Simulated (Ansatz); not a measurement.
# SiO2 (P3_121): the host for defect calculations

Aim: the runs on the perfect crystal SiO2 (P3_121) that a defect calculation needs first.

Method: plane-wave PAW DFT, PBE; relaxation of the defect-free supercell from random displacements, a test of the host's stability; PAW set soft_1, in Ansatz 0.2.0.

### 1. Set-up

The cell holds 72 atoms: 24 Si and 48 O. Cell: a = 10.042 Å, b = 10.042 Å, c = 11.019 Å, α = 90.0°, β = 90.0°, γ = 120.0°.

### 2. Defect free supercell relaxed from displaced atoms

The input displaces the atoms at random before the relaxation, so that it can leave a symmetric saddle if there is one.

pristine.rattled/input.yaml reads:

```yaml
crystal:
  lattice:
    - [10.0416120683, 0.0, 0.0]
    - [-5.0208060341, 8.6962911461, 0.0]
    - [0.0, 0.0, 11.0185003505]
  atoms:
    - { symbol: Si, position: [0.2617646084, 0.2617646084, 0.0] }
    - { symbol: Si, position: [0.0, 0.2382353916, 0.3333333334] }
    - { symbol: Si, position: [0.2382353916, 0.0, 0.1666666666] }
    - { symbol: O, position: [0.1279373961, 0.207223984, 0.3972350946] }
    - { symbol: O, position: [0.292776016, 0.4207134121, 0.0639017612] }
    - { symbol: O, position: [0.0792865879, 0.3720626039, 0.2305684279] }
    - { symbol: O, position: [0.207223984, 0.1279373961, 0.1027649054] }
    - { symbol: O, position: [0.3720626039, 0.0792865879, 0.2694315721] }
    - { symbol: O, position: [0.4207134121, 0.292776016, 0.4360982388] }
    - { symbol: Si, position: [0.2617646084, 0.2617646084, 0.5] }
    - { symbol: Si, position: [0.0, 0.2382353916, 0.8333333333] }
    - { symbol: Si, position: [0.2382353916, 0.0, 0.6666666666] }
    - { symbol: O, position: [0.1279373961, 0.207223984, 0.8972350946] }
    - { symbol: O, position: [0.292776016, 0.4207134121, 0.5639017612] }
    - { symbol: O, position: [0.0792865879, 0.3720626039, 0.7305684279] }
    - { symbol: O, position: [0.207223984, 0.1279373961, 0.6027649054] }
    - { symbol: O, position: [0.3720626039, 0.0792865879, 0.7694315721] }
    - { symbol: O, position: [0.4207134121, 0.292776016, 0.9360982388] }
    - { symbol: Si, position: [0.2617646084, 0.7617646084, 0.0] }
    - { symbol: Si, position: [0.0, 0.7382353916, 0.3333333334] }
    - { symbol: Si, position: [0.2382353916, 0.5, 0.1666666666] }
    - { symbol: O, position: [0.1279373961, 0.707223984, 0.3972350946] }
    - { symbol: O, position: [0.292776016, 0.9207134121, 0.0639017612] }
    - { symbol: O, position: [0.0792865879, 0.8720626039, 0.2305684279] }
    - { symbol: O, position: [0.207223984, 0.6279373961, 0.1027649054] }
    - { symbol: O, position: [0.3720626039, 0.5792865879, 0.2694315721] }
    - { symbol: O, position: [0.4207134121, 0.792776016, 0.4360982388] }
    - { symbol: Si, position: [0.2617646084, 0.7617646084, 0.5] }
    - { symbol: Si, position: [0.0, 0.7382353916, 0.8333333333] }
    - { symbol: Si, position: [0.2382353916, 0.5, 0.6666666666] }
    - { symbol: O, position: [0.1279373961, 0.707223984, 0.8972350946] }
    - { symbol: O, position: [0.292776016, 0.9207134121, 0.5639017612] }
    - { symbol: O, position: [0.0792865879, 0.8720626039, 0.7305684279] }
    - { symbol: O, position: [0.207223984, 0.6279373961, 0.6027649054] }
    - { symbol: O, position: [0.3720626039, 0.5792865879, 0.7694315721] }
    - { symbol: O, position: [0.4207134121, 0.792776016, 0.9360982388] }
    - { symbol: Si, position: [0.7617646084, 0.2617646084, 0.0] }
    - { symbol: Si, position: [0.5, 0.2382353916, 0.3333333334] }
    - { symbol: Si, position: [0.7382353916, 0.0, 0.1666666666] }
    - { symbol: O, position: [0.6279373961, 0.207223984, 0.3972350946] }
    - { symbol: O, position: [0.792776016, 0.4207134121, 0.0639017612] }
    - { symbol: O, position: [0.5792865879, 0.3720626039, 0.2305684279] }
    - { symbol: O, position: [0.707223984, 0.1279373961, 0.1027649054] }
    - { symbol: O, position: [0.8720626039, 0.0792865879, 0.2694315721] }
    - { symbol: O, position: [0.9207134121, 0.292776016, 0.4360982388] }
    - { symbol: Si, position: [0.7617646084, 0.2617646084, 0.5] }
    - { symbol: Si, position: [0.5, 0.2382353916, 0.8333333333] }
    - { symbol: Si, position: [0.7382353916, 0.0, 0.6666666666] }
    - { symbol: O, position: [0.6279373961, 0.207223984, 0.8972350946] }
    - { symbol: O, position: [0.792776016, 0.4207134121, 0.5639017612] }
    - { symbol: O, position: [0.5792865879, 0.3720626039, 0.7305684279] }
    - { symbol: O, position: [0.707223984, 0.1279373961, 0.6027649054] }
    - { symbol: O, position: [0.8720626039, 0.0792865879, 0.7694315721] }
    - { symbol: O, position: [0.9207134121, 0.292776016, 0.9360982388] }
    - { symbol: Si, position: [0.7617646084, 0.7617646084, 0.0] }
    - { symbol: Si, position: [0.5, 0.7382353916, 0.3333333334] }
    - { symbol: Si, position: [0.7382353916, 0.5, 0.1666666666] }
    - { symbol: O, position: [0.6279373961, 0.707223984, 0.3972350946] }
    - { symbol: O, position: [0.792776016, 0.9207134121, 0.0639017612] }
    - { symbol: O, position: [0.5792865879, 0.8720626039, 0.2305684279] }
    - { symbol: O, position: [0.707223984, 0.6279373961, 0.1027649054] }
    - { symbol: O, position: [0.8720626039, 0.5792865879, 0.2694315721] }
    - { symbol: O, position: [0.9207134121, 0.792776016, 0.4360982388] }
    - { symbol: Si, position: [0.7617646084, 0.7617646084, 0.5] }
    - { symbol: Si, position: [0.5, 0.7382353916, 0.8333333333] }
    - { symbol: Si, position: [0.7382353916, 0.5, 0.6666666666] }
    - { symbol: O, position: [0.6279373961, 0.707223984, 0.8972350946] }
    - { symbol: O, position: [0.792776016, 0.9207134121, 0.5639017612] }
    - { symbol: O, position: [0.5792865879, 0.8720626039, 0.7305684279] }
    - { symbol: O, position: [0.707223984, 0.6279373961, 0.6027649054] }
    - { symbol: O, position: [0.8720626039, 0.5792865879, 0.7694315721] }
    - { symbol: O, position: [0.9207134121, 0.792776016, 0.9360982388] }
basis:
  ecutwfc: 420
  xc_grid: 2
hamiltonian:
  xc: pbe
  pseudopotentials: { kind: paw, azcp: { folder: soft_1 } }
kpoints:
  mp_grid: { grid: [1, 1, 1] }
scf:
  occupations: { method: fermi_dirac, width: 0.01 }
  max_iter: 100
  lower_state_search: "off"
output:
  forces: true
relax:
  f_tol: 0.015
  max_steps: 120
  random_displacement: { amplitude: 0.06, seed: 4936 }
checkpoint:
  write: "../pristine.rattled.run"
  compress: false
  write_wavefunctions: false
  write_every: 100000
```

Run with:

```bash
> ansatz run input.yaml --threads 8 --pin off --max-ram 15073MiB --backend cpu --events-out ev --progress --plain --runs-dir out
```

Numbers of over 12 decimals in the logs are rounded to 6 here.

Log:

```text
[... repeated set-up lines and file paths are left out, and long positions are rounded to six places ...]
Engine: ansatz 0.2.0, x86_64-unknown-linux-gnu
Pseudopotentials: kind: paw
Pseudopotential: Si, paw, valence charge 4, recommended cutoff 420 eV (normal), soft_1/Si.paw.azcp
Pseudopotential: O, paw, valence charge 6, recommended cutoff 420 eV (normal), soft_1/O.paw.azcp
Functional definition: PBE
  parameter kappa = 0.804
  parameter beta = 0.066725
  exchange = pbe_x(kappa = kappa, mu = beta*pi^2/3)
  correlation = pbe_c(beta = beta)
Crystal: 72 atoms, lattice volume = 962.188 Å³
Basis set: ecut = 420 eV, 18793 PW (Γ), exchange–correlation on 144×144×150 points (8 copies of the dense FFT grid, shifted against one another)
Bands: 264, of which v1, the nominal top of the filled ones, is band 192 counted from 1 (191 counted from 0)
Symmetry: 1 space group operations
k-points: 1
Non-local potential: Si, projectors of the file, l = 0: 2, l = 1: 2, l = 2: 1
Non-local potential: O, projectors of the file, l = 0: 2, l = 1: 2, l = 2: 1
PAW form: soft (Blöchl's): semilocal exchange-correlation on the pseudo side does not see the compensation charge
PAW one-centre angular grid: Si, 110 points (default); XC on 64 Gauss nodes
PAW one-centre angular grid: O, 110 points (default); XC on 64 Gauss nodes
Initial density: superposition of atomic densities (chi_scale 0.1, normalization cell, long waves kept (reshape's long-wave potential 0.05 eV rms))
Initial wavefunctions: pseudopotential atomic-orbital guess
Functional: x = pbe(κ = 0.804, μ = 0.219515), c = pbe(β = 0.066725)
SCF iter   1: F=—  HF=-42614.504829 eV  |F-HF|=—  |Δ(HF+E_count)|=         —  Δρ=1.29e-1  dr2=1.46e2  ethr=3.10e-3  ⟨swp⟩=6.0  Hψ=1176  notcnv=0  defer=34
preconditioner: auto → Resta (q_TF=auto, 2.341 Å⁻¹)  ε∞=2.7  [insulator: Δε(μ)=6.817 eV  Ē_g=17.805 eV  σ=0.010 eV  W_gap=1.00  n_scr=212 (ndim 8)  ℏωp=23.5 eV  f_vac=0.013  D(μ)=0.00/eV (n_scr^D=0)  ε∞_Penn≈2.7]
SCF iter   2: F=—  HF=-42574.521280 eV  |F-HF|=—  |Δ(HF+E_count)|=    4.00e1  Δρ=4.34e-2  dr2=7.53e0  ethr=3.10e-3  ⟨swp⟩=3.0  Hψ=637  notcnv=0  defer=66
SCF iter   3: F=—  HF=-42573.927147 eV  |F-HF|=—  |Δ(HF+E_count)|=   5.94e-1  Δρ=2.15e-2  dr2=2.44e0  ethr=1.96e-3  ⟨swp⟩=2.0  Hψ=204  notcnv=0  defer=66
SCF iter   4: F=—  HF=-42574.074655 eV  |F-HF|=—  |Δ(HF+E_count)|=   1.48e-1  Δρ=2.99e-3  dr2=6.64e-2  ethr=6.36e-4  ⟨swp⟩=4.0  Hψ=397  notcnv=0  defer=66
SCF iter   5: F=—  HF=-42574.090514 eV  |F-HF|=—  |Δ(HF+E_count)|=   1.59e-2  Δρ=1.41e-3  dr2=1.47e-2  ethr=1.73e-5  ⟨swp⟩=3.0  Hψ=508  notcnv=0  defer=66
SCF iter   6: F=—  HF=-42574.099169 eV  |F-HF|=—  |Δ(HF+E_count)|=   8.66e-3  Δρ=3.86e-4  dr2=1.39e-3  ethr=3.84e-6  ⟨swp⟩=3.0  Hψ=353  notcnv=0  defer=66
SCF iter   7: F=—  HF=-42574.100268 eV  |F-HF|=—  |Δ(HF+E_count)|=   1.10e-3  Δρ=1.44e-4  dr2=1.85e-4  ethr=3.63e-7  ⟨swp⟩=2.0  Hψ=396  notcnv=0  defer=66
SCF iter   8: F=—  HF=-42574.100367 eV  |F-HF|=—  |Δ(HF+E_count)|=   1.00e-4  Δρ=5.88e-5  dr2=2.94e-5  ethr=4.81e-8  ⟨swp⟩=2.0  Hψ=390  notcnv=0  defer=66
SCF iter   9: F=-42574.100384 eV  HF=-42574.100383 eV  |F-HF|=5.33e-7  |Δ(HF+E_count)|=   1.55e-5  Δρ=9.27e-6  dr2=6.40e-7  ethr=1.46e-9  ⟨swp⟩=5.0  Hψ=982  notcnv=0
SCF 1 converged in 9 iterations: F = -42574.100384 eV  dr2 = 6.40e-7
  greatest PAW one-centre occupation: 0.865 electrons in one spin orbital (limit 2), on the O atom at site 50 (counted from 0), in its partial waves of l = 0
relax step   1: F+E_penalty+E_count = -42574.10038355 eV  Δ(F+E_penalty+E_count) = +0.000e0 eV  max|allowed force component| = 4.559e0 eV/Å  Δτ_max = 0.0000 Å  (9 SCF iters, dr2 threshold 5.63e-6 eV, accepted)
[... the SCF cycles and remarks between the steps are left out from here to the last step ...]
relax step   2: F+E_penalty+E_count = -42576.41379723 eV  Δ(F+E_penalty+E_count) = -2.313e0 eV  max|allowed force component| = 2.760e0 eV/Å  Δτ_max = 0.0408 Å  (5 SCF iters, dr2 threshold 1.00e-4 eV, accepted)
relax step   3: F+E_penalty+E_count = -42578.07547314 eV  Δ(F+E_penalty+E_count) = -1.662e0 eV  max|allowed force component| = 7.491e-2 eV/Å  Δτ_max = 0.0736 Å  (6 SCF iters, dr2 threshold 1.00e-4 eV, accepted)
relax step   4: F+E_penalty+E_count = -42578.07990078 eV  Δ(F+E_penalty+E_count) = -4.428e-3 eV  max|allowed force component| = 2.631e-3 eV/Å  Δτ_max = 0.0230 Å  (7 SCF iters, dr2 threshold 3.51e-7 eV, accepted)
iter 1 solved again at ethr=2.89e-11 eV; its pass at ethr=3.10e-3 eV (dr2=1.11e-7 eV) is discarded
SCF iter   1: F=—  HF=-42578.079904 eV  |F-HF|=—  |Δ(HF+E_count)|=         —  Δρ=3.95e-6  dr2=1.12e-7  ethr=2.89e-11  ⟨swp⟩=1.0  Hψ=616  notcnv=0  defer=66
SCF iter   2: F=-42578.079901 eV  HF=-42578.079901 eV  |F-HF|=3.05e-8  |Δ(HF+E_count)|=   3.15e-6  Δρ=1.60e-6  dr2=2.58e-8  ethr=2.60e-11  ⟨swp⟩=3.0  Hψ=987  notcnv=0
SCF 5 converged in 2 iterations: F = -42578.079901 eV  dr2 = 2.58e-8
relax step   5: F+E_penalty+E_count = -42578.07990082 eV  Δ(F+E_penalty+E_count) = -3.607e-8 eV  max|allowed force component| = 2.622e-3 eV/Å  Δτ_max = 0.0000 Å  (2 SCF iters, accepted)
SCF converged after 2 iterations
Free energy (F): -42578.079901 eV
Harris-Foulkes:  -42578.079901 eV  (|F-HF|=3.05e-8)
Internal energy: -42578.079901 eV  (E = F + TS)
E sigma→0 (E₀):  -42578.079901 eV
Fermi energy:    4.806721 eV
--- Per-component energies (eV) ---
  E_band       = -1840.404540
  E_kinetic    = 9306.573947
  E_local      = -24265.589199  (includes V_loc(G=0)·N_el)
  E_nonlocal   = 3032.911532
  E_hartree    = 8918.846333
  E_xc         = -4815.347004
  E_vxc        = -5563.785798  (∫ρ·V_xc dr)
  E_paw        = -20143.352286  (= ΣΔE_a)
  E_vpaw       = -2188.248259  (= ΣTr[D̂ρ^β])
  E_aug_tail   = 0.040180  (compensation charges beyond the density's cutoff)
  E_ewald      = -14612.163403
  E_smearing   = -0.000000  (= −TS)
  E_closure    = 0.000000  (closes the sum)
  Σ components = -42578.079901   (vs F -42578.079901, Δ=0.00e0)
--- Forces (eV/Å), atoms counted from 1 ---
  atom   1  Si    -0.00105109     0.00084003     0.00036660
  atom   2  Si     0.00037746    -0.00093316    -0.00171442
  atom   3  Si    -0.00023683    -0.00072734     0.00085308
  atom   4  O      0.00067202     0.00081443    -0.00018768
  atom   5  O      0.00079539     0.00064472     0.00006157
  atom   6  O      0.00027781     0.00134026     0.00032205
  atom   7  O     -0.00122963     0.00018591     0.00123710
  atom   8  O      0.00001932     0.00011745    -0.00076251
  atom   9  O      0.00022922     0.00005019     0.00037646
  atom  10  Si    -0.00022108    -0.00167417     0.00085458
  atom  11  Si     0.00030297     0.00091967     0.00041430
  atom  12  Si    -0.00017265     0.00001130    -0.00206984
  atom  13  O     -0.00096913    -0.00057033    -0.00024526
  atom  14  O      0.00060328     0.00000334     0.00130872
  atom  15  O     -0.00101141     0.00017308    -0.00050198
  atom  16  O     -0.00208210    -0.00229470     0.00030218
  atom  17  O      0.00099807     0.00018780    -0.00080360
  atom  18  O      0.00002552    -0.00141089    -0.00049762
  atom  19  Si     0.00052981    -0.00021176    -0.00019257
  atom  20  Si     0.00050765    -0.00086528     0.00102558
  atom  21  Si     0.00120820     0.00158598    -0.00082367
  atom  22  O     -0.00066076    -0.00193999     0.00018626
  atom  23  O      0.00012174     0.00017011    -0.00243297
  atom  24  O      0.00070796    -0.00115945    -0.00123364
  atom  25  O      0.00030412     0.00159965     0.00130459
  atom  26  O      0.00140923    -0.00133105    -0.00012527
  atom  27  O     -0.00045236    -0.00006697     0.00026571
  atom  28  Si     0.00070530     0.00062833    -0.00038261
  atom  29  Si    -0.00041279    -0.00067592    -0.00038308
  atom  30  Si     0.00009133     0.00038160     0.00174041
  atom  31  O      0.00063831    -0.00088344     0.00043196
  atom  32  O      0.00038489     0.00045941     0.00048305
  atom  33  O      0.00080966    -0.00168843     0.00113624
  atom  34  O      0.00027750    -0.00095410    -0.00140423
  atom  35  O      0.00085549     0.00034317     0.00000373
  atom  36  O      0.00061686     0.00150336     0.00107896
  atom  37  Si    -0.00105964    -0.00052041     0.00133358
  atom  38  Si    -0.00154376     0.00003209     0.00093021
  atom  39  Si    -0.00068649     0.00041437     0.00000581
  atom  40  O      0.00143133     0.00002236    -0.00110858
[...]
atom  61  O     -0.00140270     0.00103589     0.00134986
  atom  62  O      0.00006527    -0.00122209    -0.00026631
  atom  63  O      0.00071899     0.00060754    -0.00086105
  atom  64  Si     0.00042760     0.00006884     0.00097976
  atom  65  Si     0.00005251     0.00048860    -0.00075322
  atom  66  Si     0.00131711    -0.00012077    -0.00074696
  atom  67  O      0.00005856    -0.00077957    -0.00001528
  atom  68  O      0.00044149     0.00080131    -0.00050016
  atom  69  O     -0.00054957     0.00081993     0.00078340
  atom  70  O      0.00093326     0.00105650     0.00176027
  atom  71  O      0.00136882    -0.00110075     0.00048424
  atom  72  O      0.00018866    -0.00090528    -0.00031434
  max |Σ_I F_I| component: 2.89e-5 eV/Å
--- Relaxed structure (5 steps of the walk, 5 accepted, 0 SCFs on fresh bases) ---
  F+E_penalty+E_count = -42578.07990082 eV   max|allowed force component| = 2.622e-3 eV/Å
  atoms:
    - { symbol: Si, position: [0.261524, 0.261311, 0.000398] }
    - { symbol: Si, position: [-0.000603, 0.237710, 0.333829] }
    - { symbol: Si, position: [0.237984, -0.000426, 0.167164] }
    - { symbol: O, position: [0.127079, 0.206464, 0.397885] }
    - { symbol: O, position: [0.292450, 0.420049, 0.064587] }
    - { symbol: O, position: [0.078738, 0.371603, 0.231139] }
    - { symbol: O, position: [0.206851, 0.127189, 0.102883] }
    - { symbol: O, position: [0.371951, 0.079011, 0.269785] }
    - { symbol: O, position: [0.420276, 0.293029, 0.435959] }
    - { symbol: Si, position: [0.261431, 0.261616, 0.500251] }
    - { symbol: Si, position: [-0.000153, 0.237761, 0.833636] }
    - { symbol: Si, position: [0.238139, -4.558698343949944e-6, 0.667191] }
    - { symbol: O, position: [0.127728, 0.206750, 0.897612] }
    - { symbol: O, position: [0.292442, 0.420589, 0.564077] }
    - { symbol: O, position: [0.079065, 0.371802, 0.731038] }
    - { symbol: O, position: [0.207400, 0.127982, 0.603101] }
    - { symbol: O, position: [0.371992, 0.079087, 0.769942] }
    - { symbol: O, position: [0.420634, 0.292778, 0.936535] }
    - { symbol: Si, position: [0.261008, 0.761076, 0.000377] }
    - { symbol: Si, position: [-0.000410, 0.738050, 0.333784] }
    - { symbol: Si, position: [0.237549, 0.499382, 0.167018] }
    - { symbol: O, position: [0.127336, 0.706986, 0.397927] }
    - { symbol: O, position: [0.292524, 0.919897, 0.064773] }
    - { symbol: O, position: [0.078977, 0.872145, 0.231266] }
    - { symbol: O, position: [0.205962, 0.626682, 0.102685] }
    - { symbol: O, position: [0.371481, 0.579177, 0.269627] }
    - { symbol: O, position: [0.420122, 0.792536, 0.436551] }
    - { symbol: Si, position: [0.261244, 0.761468, 0.500583] }
    - { symbol: Si, position: [-0.000407, 0.738408, 0.833652] }
    - { symbol: Si, position: [0.237873, 0.499692, 0.666967] }
    - { symbol: O, position: [0.127241, 0.707080, 0.897647] }
    - { symbol: O, position: [0.292601, 0.920436, 0.564620] }
    - { symbol: O, position: [0.079014, 0.872486, 0.731106] }
    - { symbol: O, position: [0.206534, 0.627487, 0.603227] }
    - { symbol: O, position: [0.371937, 0.578951, 0.769538] }
    - { symbol: O, position: [0.419907, 0.792168, 0.936382] }
    - { symbol: Si, position: [0.761615, 0.261329, 0.000363] }
    - { symbol: Si, position: [0.499712, 0.237981, 0.333723] }
    - { symbol: Si, position: [0.737688, -0.000457, 0.167171] }
    - { symbol: O, position: [0.627069, 0.206607, 0.398193] }
    - { symbol: O, position: [0.793127, 0.420384, 0.064346] }
    - { symbol: O, position: [0.579431, 0.371685, 0.230948] }
    - { symbol: O, position: [0.706772, 0.127403, 0.103054] }
    - { symbol: O, position: [0.871656, 0.078781, 0.269817] }
    - { symbol: O, position: [0.920059, 0.292382, 0.436424] }
    - { symbol: Si, position: [0.761263, 0.261268, 0.500632] }
    - { symbol: Si, position: [0.499842, 0.238054, 0.833847] }
    - { symbol: Si, position: [0.737927, -0.000481, 0.667172] }
    - { symbol: O, position: [0.627656, 0.206882, 0.897739] }
    - { symbol: O, position: [0.792696, 0.420277, 0.564634] }
    - { symbol: O, position: [0.579055, 0.371939, 0.731150] }
    - { symbol: O, position: [0.706788, 0.127358, 0.603291] }
    - { symbol: O, position: [0.872213, 0.078807, 0.769580] }
    - { symbol: O, position: [0.920423, 0.292195, 0.936345] }
    - { symbol: Si, position: [0.761168, 0.761221, 0.000438] }
    - { symbol: Si, position: [0.499297, 0.737982, 0.333722] }
    - { symbol: Si, position: [0.738279, 0.499572, 0.166949] }
    - { symbol: O, position: [0.627073, 0.706683, 0.397537] }
    - { symbol: O, position: [0.792130, 0.919959, 0.064631] }
    - { symbol: O, position: [0.578620, 0.872062, 0.231172] }
    - { symbol: O, position: [0.706822, 0.627096, 0.102888] }
    - { symbol: O, position: [0.872160, 0.579098, 0.269621] }
    - { symbol: O, position: [0.919927, 0.792413, 0.436323] }
    - { symbol: Si, position: [0.760927, 0.761127, 0.500242] }
    - { symbol: Si, position: [0.499487, 0.737783, 0.833786] }
    - { symbol: Si, position: [0.737853, 0.499715, 0.667020] }
    - { symbol: O, position: [0.627119, 0.706500, 0.897872] }
    - { symbol: O, position: [0.792138, 0.919969, 0.564413] }
    - { symbol: O, position: [0.579050, 0.871984, 0.731358] }
    - { symbol: O, position: [0.706166, 0.626954, 0.602706] }
    - { symbol: O, position: [0.871854, 0.579568, 0.769553] }
    - { symbol: O, position: [0.920217, 0.792936, 0.936323] }
```

Wall time 16 s (8 threads of Intel Xeon Platinum 8488C (Sapphire Rapids), shared host); peak memory 1.1 GiB.

Relaxation path:

```csv
step,energy less that of the first step (eV),largest force component (eV/Å)
1,0.0000,4.5591
2,-2.3134,2.7604
3,-3.9751,0.0749
4,-3.9795,0.0026
5,-3.9795,0.0026
```

The atoms that moved most (Å, from the sites as typed, ahead of the random displacement, the mean shift of all atoms taken out):

```csv
atom,dx,dy,dz,length
O25,-0.004,-0.008,-0.005,0.010
O9,-0.003,0.005,-0.006,0.009
O70,-0.003,-0.005,-0.005,0.008
O33,-0.003,0.007,0.001,0.008
O23,0.004,-0.004,0.005,0.007
O41,0.007,0.000,0.000,0.007
O40,-0.003,-0.002,0.006,0.007
O53,0.006,-0.001,-0.003,0.007
```

The relaxation ends 55 meV an atom lower than the displaced start, with a largest force component of 0.0026 eV/Å.

### 3. Results

```yaml
symmetric_supercell_less_the_displaced_and_relaxed_one: 0.000 eV
```

The energy fell by 3.980 eV from the randomly displaced start; against the sites as typed, O25 ends farthest off, by 0.01 Å, once the mean shift is taken out. The displaced cell ends within 0.01 eV of the symmetric one, so no lower structure shows in this supercell. All at zero temperature.

[Logs are printed without paths, hosts, clocks, repeated set-up lines and the standing remarks that a program may print on its own settings, such as how far it seeks lower states.]

[Hosts, paths, dates, database ids (printed as entryN), source tags and the programs' standing remarks are cut or masked in the printed files.]

[Runs of the host that timed out are not shown.]

[For some hosts the program warned that the k-mesh of the response run may be too coarse for force constants and the static dielectric constant; such warnings are not always shown.]
